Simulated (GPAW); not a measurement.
Consider YCu (Pm-3m).

```
Y Cu
1.0
     3.45812    0.00000    0.00000
     0.00000    3.45812    0.00000
     0.00000    0.00000    3.45812
Y Cu
1 1
Direct
  0.00000 0.00000 0.00000
  0.50000 0.50000 0.50000
```

Absorber: atom 1, with 8 Cu at 2.99 Å and 6 Y at 3.46 Å (cube and octahedron, as in bcc, site symmetry m-3m). Method: GPAW, LDA, excited-electron core hole (neutral cell), 8-atom cell with 6.0 Å between holes, 5×5×5 k points, dipole transitions, Gaussian full width 1.5 eV up to 4 eV, rising linearly to 3.5 eV at 25 eV.

Question: What does the Y L₃ edge look like?

Main maxima up to 30 eV above the zero (height): 2.2 eV (2.73), 5.4 eV (1.38), 9.2 eV (0.94) and 19.0 eV (0.67). At an L edge the dipole rule selects empty d (and weakly s) states on the absorber, and the strong line at the onset measures the empty part of its d band. 

The Y L₃ spectrum (energy from the lowest empty level; intensity scaled to a mean of 1 over the first 20 eV):

```
E (eV)  intensity
  -2.0       0.00
  -1.4       0.06
  -0.8       0.41
  -0.2       1.24
   0.4       2.00
   1.0       2.32
   1.6       2.57
   2.2       2.73
   2.8       2.31
   3.4       1.56
   4.0       1.14
   4.6       1.15
   5.2       1.36
   5.8       1.28
   6.4       0.99
   7.0       0.83
   7.6       0.80
   8.2       0.84
   8.8       0.92
   9.4       0.93
  10.0       0.83
  10.6       0.69
  11.2       0.59
  11.8       0.53
  12.4       0.48
  13.0       0.42
  13.6       0.38
  14.2       0.37
  14.8       0.40
  15.4       0.45
  16.0       0.49
  16.6       0.53
  17.2       0.57
  17.8       0.61
  18.4       0.65
  19.0       0.67
  19.6       0.65
  20.2       0.60
  20.8       0.55
  21.4       0.52
  22.0       0.52
  22.6       0.52
  23.2       0.52
  23.8       0.52
  24.4       0.53
  25.0       0.54
  25.6       0.54
  26.2       0.54
  26.8       0.55
  27.4       0.55
  28.0       0.56
  28.6       0.57
  29.2       0.56
  29.8       0.55
  30.4       0.53
  31.0       0.52
  31.6       0.51
```

Only the L₃ part is meant: spin–orbit coupling of the core level isn't computed and the L₂ copy isn't added. The holes are only 6.0 Å apart, so the shape is probably not converged with cell size; no larger cell was run here. The structure is a computed Materials Project entry and may be a hypothetical form.

[Banner, clock and machine lines of the logs are left out without a mark of their own.]

[Logs are printed without paths, hosts, clocks, repeated set-up lines and the standing remarks that a program may print on its own settings, such as how far it seeks lower states.]

[Hosts, paths, dates, database ids (printed as entryN), source tags and the programs' standing remarks are cut or masked in the printed files.]

[Lists of maxima count a maximum above −3 eV only where it reaches 4 % of the highest in the window and stands out from its surroundings by 2 % of it (1.5 % where it reaches 55 %); shoulders and weaker maxima are passed over, and of the rest the first, up to two pre-edge ones and the few strongest are named.]
